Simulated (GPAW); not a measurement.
Consider Ti3Se4 (C2/m).

```xyz
7
Lattice="6.8138 -1.8023 0.0000 6.8138 1.8023 0.0000 -3.0059 0.0000 5.7375" Properties=species:S:1:pos:R:3 pbc="T T T"
Se    0.1724    0.0000    2.5934
Se   10.4494    0.0000    3.1441
Se    4.8861    0.0000    0.1667
Se    5.7357    0.0000    5.5708
Ti    2.5496    0.0000    1.7011
Ti    8.0722    0.0000    4.0365
Ti    0.0000    0.0000    0.0000
```

Absorber: atom 5, with 1 Se at 2.54 Å, 2 Se at 2.55 Å, 2 Se at 2.67 Å and 1 Se at 2.80 Å (distorted octahedral, site symmetry m). Method: GPAW, LDA, excited-electron core hole (neutral cell), 14-atom cell with 7.0 Å between holes, 3×3×3 k points, dipole transitions, Gaussian full width 0.94 eV up to 4 eV, rising linearly to 3.5 eV at 25 eV.

What does the Ti K edge look like?

Main maxima up to 30 eV above the zero (height): 1.9 eV (0.29), 8.3 eV (1.91), 13.2 eV (1.28), 19.3 eV (1.12) and 28.1 eV (0.99). A K edge sees empty p states. The first eV above the zero hold little dipole weight, as the lowest empty bands are of d character; the main edge, of 4p character, rises through 0.6 near 5 eV above the zero. The total-energy difference is 4970.23 eV. One term is added: -22.68 eV, since the hole is spin-paired here and a spin-polarised one costs that much less in the free atom (computed apart). The photon energy is then 4947.55 eV. The tabulated edge of the element is 4966 eV. The functional leaves an error in such absolute values: in the free atom LDA prices this hole 13.2 eV below PBE (computed apart), and PBE is itself good to a few eV.

The Ti K spectrum (energy from the lowest empty level; intensity scaled to a mean of 1 over the first 20 eV; polarised curves are means over the symmetry-equivalent atoms):

```
E (eV)  isotropic  ε ∥ x  ε ∥ y  ε ∥ z
  -2.0       0.00   0.00   0.00   0.00
  -1.5       0.00   0.00   0.00   0.00
  -1.0       0.00   0.00   0.00   0.00
  -0.5       0.03   0.03   0.03   0.03
   0.0       0.13   0.13   0.12   0.12
   0.5       0.19   0.20   0.19   0.17
   1.0       0.20   0.22   0.21   0.16
   1.5       0.26   0.32   0.30   0.17
   2.0       0.29   0.35   0.32   0.20
   2.5       0.24   0.30   0.24   0.20
   3.0       0.19   0.21   0.21   0.14
   3.5       0.09   0.09   0.11   0.08
   4.0       0.13   0.10   0.11   0.18
   4.5       0.35   0.27   0.34   0.44
   5.0       0.62   0.51   0.68   0.67
   5.5       0.82   0.72   0.88   0.87
   6.0       1.02   0.91   1.09   1.05
   6.5       1.23   1.10   1.35   1.25
   7.0       1.44   1.34   1.50   1.49
   7.5       1.70   1.69   1.70   1.71
   8.0       1.87   1.95   1.89   1.78
   8.5       1.90   1.97   1.98   1.75
   9.0       1.82   1.82   1.94   1.69
   9.5       1.68   1.62   1.81   1.60
  10.0       1.50   1.45   1.57   1.47
  10.5       1.31   1.33   1.26   1.34
  11.0       1.17   1.25   1.03   1.24
  11.5       1.14   1.21   0.98   1.22
  12.0       1.18   1.22   1.04   1.29
  12.5       1.24   1.25   1.11   1.35
  13.0       1.27   1.29   1.15   1.37
  13.5       1.27   1.29   1.18   1.35
  14.0       1.24   1.25   1.17   1.29
  14.5       1.18   1.18   1.14   1.23
  15.0       1.12   1.12   1.09   1.15
  15.5       1.08   1.09   1.05   1.09
  16.0       1.05   1.08   1.02   1.05
  16.5       1.04   1.07   1.03   1.01
  17.0       1.03   1.05   1.06   0.99
  17.5       1.04   1.04   1.09   0.99
  18.0       1.06   1.07   1.12   1.00
  18.5       1.09   1.12   1.13   1.03
  19.0       1.12   1.16   1.14   1.06
  19.5       1.12   1.17   1.13   1.07
  20.0       1.10   1.13   1.11   1.06
  20.5       1.07   1.06   1.10   1.04
  21.0       1.03   1.00   1.09   1.01
  21.5       1.01   0.96   1.09   0.98
  22.0       1.00   0.94   1.09   0.97
  22.5       1.00   0.93   1.10   0.96
  23.0       0.99   0.92   1.10   0.95
  23.5       0.99   0.92   1.09   0.95
  24.0       0.98   0.91   1.07   0.94
  24.5       0.96   0.91   1.03   0.95
  25.0       0.95   0.91   0.99   0.96
  25.5       0.95   0.92   0.96   0.98
  26.0       0.96   0.93   0.94   1.01
  26.5       0.97   0.94   0.94   1.02
  27.0       0.98   0.96   0.95   1.03
  27.5       0.99   0.98   0.96   1.03
  28.0       0.99   0.99   0.97   1.02
  28.5       0.99   1.00   0.97   1.01
  29.0       0.98   1.00   0.95   0.99
  29.5       0.97   1.00   0.93   0.97
  30.0       0.95   1.00   0.89   0.95
  30.5       0.92   0.99   0.85   0.93
  31.0       0.90   0.99   0.81   0.92
  31.5       0.88   0.98   0.77   0.91
  32.0       0.87   0.97   0.74   0.90
```

The unit cell's mesh shows no gap over 0.35 eV. That is right for a metallic compound; for a small-gap or correlated insulator it would be the fault of the functional or of the assumed magnetic order, and the hole would be screened too well. Quadrupole 1s→3d transitions, which feed the pre-edge, are not in the dipole spectrum. The crystal has 2 inequivalent Ti sites and not all are shown here, while a measurement adds them all. The mesh is coarse (0.37 Å⁻¹ between points), so small maxima may be mesh ripples. The structure is a computed Materials Project entry and may be a hypothetical form.

[Banner, clock and machine lines of the logs are left out without a mark of their own.]

[Logs are printed without paths, hosts, clocks, repeated set-up lines and the standing remarks that a program may print on its own settings, such as how far it seeks lower states.]

[Hosts, paths, dates, database ids (printed as entryN), source tags and the programs' standing remarks are cut or masked in the printed files.]

[Lists of maxima count a maximum above −3 eV only where it reaches 4 % of the highest in the window and stands out from its surroundings by 2 % of it (1.5 % where it reaches 55 %); shoulders and weaker maxima are passed over, and of the rest the first, up to two pre-edge ones and the few strongest are named.]
